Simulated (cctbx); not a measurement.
**Symmetry from intensities**

Cell: a = 7.2060 Å, b = 9.7500 Å, c = 6.6890 Å, α = 90.00°, β = 90.00°, γ = 90.00°. Expected content of the cell: W4 Tb12.

The data are simulated with cctbx, not measured: Mo Kα, λ = 0.71073 Å, to d = 0.8 Å, 70 % of the full sphere, strongest reflection 70000 counts, noise from counting, a 3 % proportional error and a noise floor of 8 counts (s.d.); no absorption.

Tests on the unmerged data give:

```text
2731 reflections to d = 0.800 A
centring   violations  <I/sigma> of those
    A       1103 of  1346     19.6
    B       1117 of  1387     19.5
    C       1152 of  1351     20.8
    I       1066 of  1357     19.1
    R       1510 of  1809     20.1
    F       1686 of  2042     20.0
Laue class    unique    Rint  (classes that these axes allow; Friedel mates merged)
P -1             1750   0.019
P 1 2/m 1        1014   0.021
P 1 1 2/m        1027   0.022
P 2/m 1 1        1019   0.021
P m m m           598   0.023
space group    extra absences  I>4sigma  <I/sigma>
P 2 2 2                 0          0         -  acentric
P 2 2 21                6          0      -0.0  acentric
P 21 2 2                6          0      -0.1  acentric
P 2 21 2                6          0       0.7  acentric
P 21 21 2              12          0       0.3  acentric
P 2 21 21              12          0       0.3  acentric
P 21 2 21              12          0      -0.1  acentric
P 21 21 21             18          0       0.2  acentric
P m m 2                 0          0         -  acentric
P 2 m m                 0          0         -  acentric
P m 2 m                 0          0         -  acentric
P 21 m a              123          0       0.0  acentric
P m 2 a               123          0       0.0  acentric
P n m 21              108          0      -0.1  acentric
P n 21 m              108          0      -0.1  acentric
P n 21 a              231          0      -0.0  acentric
P m m m                 0          0         -  centric
P m m a               123          0       0.0  centric
P n m m :1            108          0      -0.1  centric
P n m m :2            108          0      -0.1  centric
P n m a               231          0      -0.0  centric
Wilson B = 0.96 A^2   <|E^2-1|> = 0.868 (0.968 centric, 0.736 acentric)   E^2>4: 1.8 %
shell (A)         n   <I/sigma>
 9.75 - 1.60     93     35.5
 1.60 - 1.27     77     41.5
 1.27 - 1.11     70     44.7
 1.11 - 1.01     76     37.4
 1.01 - 0.94     71     32.3
 0.94 - 0.88     70     39.2
 0.88 - 0.84     69     40.0
 0.84 - 0.80     72     34.2
```

**Question.** What are the lattice type, the Laue class and the likely space group?

Every centring test has many violations, so the lattice is primitive.

Rint stays low (0.019 to 0.023) up to P m m m, the highest class in these axes.

21 settings pass the absence test. The most absences obeyed, 231, belong to P n 21 a and P n m a, which absences can't tell apart.

⟨|E²−1|⟩ = 0.868 lies between the two ideal values. The Wilson B of 0.96 Å² means U ≈ 0.0122 Å².

The true group is Pnma (no. 62), Laue class mmm, centrosymmetric. The tables only narrow the choice to the tied entries; cell content, site symmetry and trial solutions must settle it.

The model is made up (kin elements in a known structure type, no relaxation), so it says nothing on whether the phase exists.

[Logs are printed without paths, hosts, clocks, repeated set-up lines and the standing remarks that a program may print on its own settings, such as how far it seeks lower states.]
